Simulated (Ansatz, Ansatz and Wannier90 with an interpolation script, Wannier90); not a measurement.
Rows from a G0W0 calculation on GaSb (F-43m) (Ansatz 0.2.0; G0W0 on r2SCAN, plane waves, PAW; 6×6×6 mesh, 263 empty bands, screening to 160 eV), in eV. Spin-orbit coupling is left out.

The database entry behind the starting cell differs from later determinations by our own check (about 0.4 % long), so it need not match the best structure at ambient conditions.

```csv
row,k,band,start,Σx,Σc at the solution,Vxc
A,Γ,c1,7.991,-12.000,-3.803,-15.830
B,Γ,v1,7.526,-15.338,0.610,-14.377
C,Γ,c2,10.516,-7.678,-4.021,-11.684
```

Work out each quasiparticle level and how far it moved.

The quasiparticle equation reads E = start + Σx + Σc(E) − Vxc.

```csv
row,E (eV),shift (eV)
A,8.018,+0.027
B,7.175,−0.351
C,10.500,−0.016
```

Limits: not at the basis limit; mesh may overstate the screening; no spin-orbit coupling; coarse k mesh.

[Paths, hosts, dates, memory and timing lines, banners, echoed tables and standing remarks are left out of the program output.]

[Logs are printed without paths, hosts, clocks, repeated set-up lines and the standing remarks that a program may print on its own settings, such as how far it seeks lower states.]

[Runs of the session that timed out or met a known fault of the program may be left out.]

[Hosts, paths, dates, database ids (printed as entryN), source tags and the programs' standing remarks are cut or masked in the printed files.]
